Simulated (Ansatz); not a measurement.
# SiAgF6, from a guessed structure to a relaxed one, part 2 of 2

This structure for SiAgF6 is made up. Its elements were placed in a known structure type with a cell scaled to their sizes. What cell does the guess relax to, and how far off was it?

Ansatz 0.2.0; DFT, PBE, plane-wave PAW, files of the set soft_1, scalar-relativistic, no spin, cell and ions relaxed at zero pressure; PAW set soft_1 (the session's first sound run).

So far: Set-up; Relaxation of the guess.

## 3. Electronic structure of the relaxed cell

With the geometry fixed, one more self-consistent run, with a narrower smearing and the mesh shown in its input, gives the bands, and its pressure, and its forces where symmetry allows any, show how far the geometry depends on these settings.

This step: DFT, PBE, plane-wave PAW, files of the set soft_1, scalar-relativistic, no spin, bands and density of states at the relaxed cell; PAW set soft_1 (Ansatz 0.2.0).

input.yaml

```yaml
crystal:
  lattice:
    - [4.9805908971, 0.1173633307, -0.0747902261]
    - [2.5452485731, 4.770521055, -0.2115355884]
    - [0.0019596147, 2.8477133692, 4.5086605693]
  atoms:
    - { symbol: Ag, position: [0.0, 0.0, 0.0] }
    - { symbol: Si, position: [0.5, 0.0, 0.5] }
    - { symbol: F, position: [0.8462752403, 0.8516878569, 0.7442818414] }
    - { symbol: F, position: [0.1537247597, 0.1483121431, 0.2557181586] }
    - { symbol: F, position: [0.5453969913, 0.6361540382, 0.6864235229] }
    - { symbol: F, position: [0.4546030087, 0.3638459618, 0.3135764771] }
    - { symbol: F, position: [0.2653002623, 0.1392633657, 0.7086304258] }
    - { symbol: F, position: [0.7346997377, 0.8607366343, 0.2913695742] }
kpoints:
  mp_grid: { grid: [8, 8, 8] }
  band_path:
    path:
      - [[0.5, 0.5, 0.0], [0.0, 0.0, 0.0], [0.0, 0.0, 0.5]]
      - [[0.5, 0.5, 0.5], [0.0, 0.0, 0.0], [0.0, -0.5, -0.5]]
      - [[0.5, 0.0, -0.5], [0.0, 0.0, 0.0], [0.0, -0.5, 0.0]]
      - [[0.5, 0.0, 0.0], [0.0, 0.0, 0.0]]
    npoints: 11
scf:
  occupations: { method: fermi_dirac, width: 0.03 }
  n_extra_bands: 12
hamiltonian:
  xc: pbe
  pseudopotentials: { kind: paw, azcp: { folder: soft_1 } }
output:
  forces: true
  stress: true
  write_bands: true
  dos: { projected: true }
  write_density: true
  write_potential: true
  elf: true
  volumetric_format: npy
```

Launch:

```
$ ansatz run input.yaml --threads 4 --pin off --max-ram 10240MiB --backend cpu --events-out ev --progress --plain --runs-dir out
```

Numbers of over 12 decimals in the logs are rounded to 6 here.

Log:

```text
[...]
Crystal: 8 atoms, lattice volume = 108.238 Å³
Basis set: ecut = 420 eV, 2105 PW (Γ), exchange–correlation on 72×80×72 points (8 copies of the dense FFT grid, shifted against one another)
Bands: 45, of which v1, the nominal top of the filled ones, is band 33 counted from 1 (32 counted from 0)
Symmetry: 2 space group operations
[...]
k-points: 260 of 512
[...]
SCF iter   1: F=—  HF=-13087.493653 eV  |F-HF|=—  |Δ(HF+E_count)|=         —  Δρ=1.42e-1  dr2=2.81e1  ethr=3.10e-3  ⟨swp⟩=6.9  Hψ=54000  notcnv=0  defer=278
[...]
SCF iter  13: F=-13078.601291 eV  HF=-13078.601291 eV  |F-HF|=2.87e-9  |Δ(HF+E_count)|=   8.33e-8  Δρ=9.40e-6  dr2=5.44e-8  ethr=1.54e-10  ⟨swp⟩=16.1  Hψ=101161  notcnv=0
SCF 1 converged in 13 iterations: F = -13078.601291 eV  dr2 = 5.44e-8
[...]
NSCF: frozen V_eff on 81 k-points
SCF converged after 13 iterations
Free energy (F): -13078.601291 eV
[...]
Internal energy: -13078.571342 eV  (E = F + TS)
E sigma→0 (E₀):  -13078.586316 eV
Entropy (-TS):   -0.029949 eV (-3.744 meV/atom)
Fermi energy:    2.222632 eV
[...]
--- Forces (eV/Å), atoms counted from 1 ---
  atom   1  Ag     0.00000000     0.00000000     0.00000000
  atom   2  Si     0.00000000     0.00000000     0.00000000
  atom   3  F      0.00575808     0.00057834     0.00129253
  atom   4  F     -0.00575808    -0.00057834    -0.00129253
  atom   5  F     -0.00257327     0.00350227    -0.00100737
  atom   6  F      0.00257327    -0.00350227     0.00100737
  atom   7  F     -0.02323709     0.00005795     0.00083545
  atom   8  F      0.02323709    -0.00005795    -0.00083545
  max |Σ_I F_I| component: 0.00e0 eV/Å
--- Stress (GPa, compression-positive) ---
       -0.020251      -0.038895      -0.030014
       -0.038908      -0.007536       0.015087
       -0.030016       0.015082      -0.004733
  P = ⅓ Tr σ = -0.0108 GPa (-0.108 kbar)
--- Band table (eV; the first three rows and the last of 260) ---
  k-point 0: bands = [... 29 lower, 0.9372, 1.0589, 1.4980, 2.2969, 6.9843, 12.4712, 13.3227, 13.7702, ... 8 higher]
  k-point 1: bands = [... 29 lower, 0.9545, 1.0731, 1.5018, 2.2795, 7.1692, 12.1711, 13.1865, 13.8742, ... 8 higher]
  k-point 2: bands = [... 29 lower, 0.9707, 1.0844, 1.5139, 2.2304, 7.6603, 11.4649, 13.1167, 13.9349, ... 8 higher]
  k-point 259: bands = [... 29 lower, 0.9949, 1.2953, 1.7241, 2.2098, 9.0792, 11.6961, 12.3255, 12.7614, ... 8 higher]
```

It took 8.9 s on 4 threads of AMD EPYC 9B45 (Zen 5), shared host; peak memory 1.1 GiB; 34 s of CPU time.

Numbers from this step:

```yaml
free_energy: -13078.6013 eV
energy_at_zero_smearing: -13078.5863 eV
smearing_term_ts: 0.02995 eV
fermi_energy: 2.223 eV
pressure: -0.01084 GPa
```

From bands.tsv, the bands that come nearest the Fermi level along the path, at its corners, in eV from the Fermi level:

```tsv
point	band 29	band 30	band 31	band 32	band 33	band 34	band 35	band 36
X	-1.24	-1.22	-1.12	-0.74	0.05	6.56	8.32	10.03
Γ	-1.46	-1.29	-1.16	-0.72	0.07	4.76	10.25	11.10
Y	-1.25	-1.23	-1.20	-0.69	-0.08	6.45	8.05	10.87
L	-1.57	-1.23	-0.93	-0.50	-0.01	6.86	9.47	10.10
Γ	-1.46	-1.29	-1.16	-0.72	0.07	4.76	10.25	11.10
Z	-1.30	-1.16	-1.14	-0.63	-0.09	6.57	8.27	10.57
N	-1.54	-1.19	-0.96	-0.54	-0.01	6.87	9.36	10.10
Γ	-1.46	-1.29	-1.16	-0.72	0.07	4.76	10.25	11.10
M	-1.59	-1.17	-1.05	-0.40	0.09	6.42	8.92	10.31
R	-1.33	-1.29	-1.24	-0.69	0.06	6.68	8.21	10.07
Γ	-1.46	-1.29	-1.16	-0.72	0.07	4.76	10.25	11.10
```

Counts of states for the cell as run, both spins, by energy window (eV from the Fermi level):

| from | to | total |
| --- | --- | --- |
| -8 | -7 | 2.00 |
| -7 | -6 | 0.39 |
| -6 | -5 | 3.65 |
| -5 | -4 | 6.11 |
| -4 | -3 | 7.99 |
| -3 | -2 | 7.82 |
| -2 | -1 | 13.58 |
| -1 | 0 | 3.43 |
| 0 | 1 | 1.03 |
| 1 | 2 | 0.00 |
| 2 | 3 | 0.00 |
| 3 | 4 | 0.00 |
| 4 | 5 | 0.02 |
| 5 | 6 | 0.43 |

A further 20.0 states lie below the table's range.

ELF in the bc plane at fractional x = 0.500, with atoms of Si and F within 0.2 Å of it. It is the smooth field of the valence electrons, not physical close to the nuclei.

Ten even steps from '_' (0.00) to '@' (0.81), each cell a mean:
```
________________....______....
::..________..==****--____..--
==::..______::##@@@@%%==__..--
--::..______::##@@@@@@%%==..--
--::..________++@@@@%%@@%%--::
........______::##@@@@@@@@++..
::::--++++==::__::**######==::
::::##@@@@@@##::__..::::::::..
::::##@@%%@@@@##..________..::
--::--%%%%%%@@@@==________..--
--::..==%%@@@@@@++________::--
--::..__==##%%##==________..--
::::..____::----..____________
______________________________
```
Columns run along b (5.4 Å), rows up along c (5.3 Å). Atoms in or near the plane, at fractional coordinates: Si at (0.00, 0.50), F at (0.64, 0.69), F at (0.36, 0.31).

Electrostatic potential energy in the bc plane at fractional x = 0.500, with atoms of Si and F within 0.2 Å of it. With pseudopotentials it is smooth inside the atoms' cores, unlike the true potential.

Values in eV, 14 rows by 15 columns, each cell a mean:
```
 10  10  10  10  10  10  10  11  11  10  10  10  10  10  10
  9  10  10  10  10  10  10  10  10  10  10   9   9   9   9
  8   9   9  10  10  10  10   9  -2  -9   0   7   7   7   7
  4   6   8   9  10  10  10   8 -15 -31 -29  -9   3   1   1
-11   0   6   8  10  10  10  10  -6 -31 -34 -28  -8 -15 -19
-29 -18  -1   6   9  10  10  11   8 -10 -25 -25 -14 -29 -29
-11 -29 -13   2   7   9  10  11  10   9   3  -1  -7 -28 -18
-18 -29 -21 -10 -14  -5   8  10  11  10   9   7   1 -16 -29
-27 -28 -17 -20 -33 -31 -12   9  10  10  10   9   6   0 -15
 -4  -7  -3  -7 -29 -34 -28   1  10  10  10   9   8   6   2
  5   4   5   5  -5 -21 -21   0  10  10  10  10   9   9   7
  8   8   8   8   9   7   5   8  10  10  10  10  10  10   9
 10   9   9   9  10  10  10  10  10  10  10  10  10  10  10
 10  10  10  10  10  10  10  11  11  10  10  10  10  10  10
```
Columns run along b (5.4 Å; values clipped at the 3rd and 97th percentile), rows up along c (5.3 Å). Atoms in or near the plane, at fractional coordinates: Si at (0.00, 0.50), F at (0.64, 0.69), F at (0.36, 0.31).

Valence density in the bc plane at fractional x = 0.500, with atoms of Si and F within 0.2 Å of it. It is the smooth field of the valence electrons, not physical close to the nuclei.

Ten steps, logarithmic in the rise over the least value, from '0' (0.01 × 1e0 e/Å³) to '9' (9.46 × 1e0 e/Å³), each cell a mean:
```
000000000000000
100000012210011
210000135653112
321000137986323
321000026998533
222110013687532
123332101345432
224566310012222
234689730000123
323589851000123
322357752000012
221123431000001
110001110000000
000000000000000
```
Columns run along b (5.4 Å), rows up along c (5.3 Å). Atoms in or near the plane, at fractional coordinates: Si at (0.00, 0.50), F at (0.64, 0.69), F at (0.36, 0.31).

## 4. Outcome

| Quantity | Value |
| --- | --- |
| space group, relaxed | P-1 |
| conventional cell | a = 4.983, b = 5.254, c = 5.333 Å; α = 116.8°, β = 90.0°, γ = 116.2° |
| volume per atom | 13.53 Å³ (guess 13.65) |

**Reading.** SiAgF6 relaxes to P-1 with a = 4.983, b = 5.254 and c = 5.333 Å. The guessed volume was near the relaxed one. The space group P-1 was held in the relaxation, so the end point is a stationary structure within it and may be a saddle against distortions or other arrangements. Bands cross the Fermi level, so it is a metal or semimetal at this level. The electron count is odd, which forces that without spin polarisation or a larger cell. On the 8×8×8 mesh with the narrower smearing (relaxed on 6×7×6) the largest force component is 0.023 eV/Å and the largest stress component is 0.039 GPa, against the relaxation's thresholds of 0.015 eV/Å and 0.05 GPa. The cutoff wasn't tested. No dispersion term is used, so weakly bound directions may come out too long. The runs have no spin, and magnetism wasn't tested. Nothing here tests whether the compound is stable against decomposition.

[Logs are printed without paths, hosts, clocks, repeated set-up lines and the standing remarks that a program may print on its own settings, such as how far it seeks lower states.]

[Hosts, paths, dates, database ids (printed as entryN), source tags and the programs' standing remarks are cut or masked in the printed files.]
